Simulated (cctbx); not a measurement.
# A disordered crystal of nominal NiHg14Mo

Cell a = 6.4060 Å, b = 6.4060 Å, c = 9.7980 Å, α = 90.00°, β = 90.00°, γ = 120.00°; space group P-6m2 (no. 187); nominal formula NiHg14Mo.

Simulated single-crystal data (cctbx): Mo Kα, λ = 0.71073 Å, to d = 0.75 Å, 50 % of the full sphere, strongest reflection 70000 counts, noise from counting, a 6 % proportional error and a noise floor of 15 counts (s.d.); no absorption.

With every site full:

```text
Rint 0.047, 382 unique reflections to 0.75 A
cycle     R1     wR2    GooF  max shift (A)
   1  0.0956  0.2145   3.728   0.00082
   2  0.0209  0.0522   0.907   0.00003
final R1 0.0210 wR2 0.0522 GooF 0.907  parameters 21  data/parameter 18.2
atom        x        y        z      Ueq    occ   su(xyz)  su(Uiso or U11)
Hg1    0.66667  0.33333  0.74917   0.0085  1.000  0.00021  0.0005
Hg2    0.68849  0.84425  0.74628   0.0103  1.000  0.00009  0.0003
Hg3    0.50087  0.49913  0.50000   0.0106  1.000  0.00011  0.0004
Hg4    0.50452  0.49548  0.00000   0.0082  1.000  0.00011  0.0004
Mo1    0.00000  0.00000  0.50000   0.0111  1.000  0.00000  0.0015
Ni2    0.00000  0.00000  0.00000   0.0067  1.000  0.00000  0.0021
difference map: max 1.97 min -2.82 rms 0.56
Q1    0.1773  0.0886  0.3771    6    2.04  1.55 A from Mo1
Q2    0.2350  0.4700  0.0928    6    1.79  1.81 A from Hg2
Q3    0.0977  0.3809  0.0000    6    1.71  1.23 A from Hg4
Q4    0.5236  0.2618  0.0518    6    1.69  1.64 A from Hg4
Q5    0.1701  0.5851  0.1603    6    1.63  1.86 A from Hg4
Q6    0.1225  0.5613  0.3857    6    1.57  1.32 A from Hg3
```

With the occupancies of the suspect sites free, each still typed as its main element:

```text
Rint 0.047, 382 unique reflections to 0.75 A
cycle     R1     wR2    GooF  max shift (A)
   1  0.0356  0.0945   1.647   0.00050
   4  0.0205  0.0511   0.891   0.00001
final R1 0.0204 wR2 0.0511 GooF 0.890  parameters 23  data/parameter 16.6
atom        x        y        z      Ueq    occ   su(xyz)  su(Uiso or U11)
Hg1    0.66667  0.33333  0.74906   0.0089  1.000  0.00023  0.0005
Hg2    0.68852  0.84426  0.74630   0.0106  1.000  0.00009  0.0003
Hg3    0.50090  0.49910  0.50000   0.0101  0.984  0.00011  0.0005
Hg4    0.50452  0.49548  0.00000   0.0083  1.000  0.00011  0.0004
Mo1    0.00000  0.00000  0.50000   0.0107  1.000  0.00000  0.0014
Ni2    0.00000  0.00000  0.00000   0.0078  1.014  0.00000  0.0024
su of occupancy Hg3: 0.005
su of occupancy Ni2: 0.026
difference map: max 2.12 min -2.52 rms 0.55
Q1    0.5129  0.2565  0.0516    6    2.23  1.64 A from Hg4
Q2    0.1745  0.0872  0.3781    6    2.05  1.54 A from Mo1
Q3    0.1634  0.5817  0.0000    3    1.93  0.96 A from Hg4
Q4    0.2375  0.4750  0.0971    6    1.90  1.78 A from Hg2
Q5    0.0883  0.3876  0.0000    6    1.79  1.14 A from Hg4
Q6    0.0000  0.0000  0.0000    1    1.67  0.00 A from Ni2
```

**Question.** What is the disorder?

X-rays count electrons. Hg3 refines to 0.984(0.005), or 78.7 electrons; the site truly holds 0.9833 Hg and 0.0167 Ni, 79.1 electrons, which is 0.989 of Hg; Ni2 refines to 1.014(0.026), or 28.4 electrons; the site truly holds 0.95 Ni and 0.05 Hg, 30.6 electrons, which is 1.093 of Ni. A value under 1 can't tell vacancies from a lighter guest, and one over 1 needs a heavier guest; chemistry or a second radiation must settle which. Occupancy correlates with U and the scale, and the two elements' form factors differ in shape, so the match is approximate.

Freeing them takes R1 from 0.0210 to 0.0204 and GooF from 0.91 to 0.89.

This is a model crystal, built by substitution and not relaxed, with assumed displacement parameters.

[Middle refinement cycles are left out of these outputs.]

[Logs are printed without paths, hosts, clocks, repeated set-up lines and the standing remarks that a program may print on its own settings, such as how far it seeks lower states.]
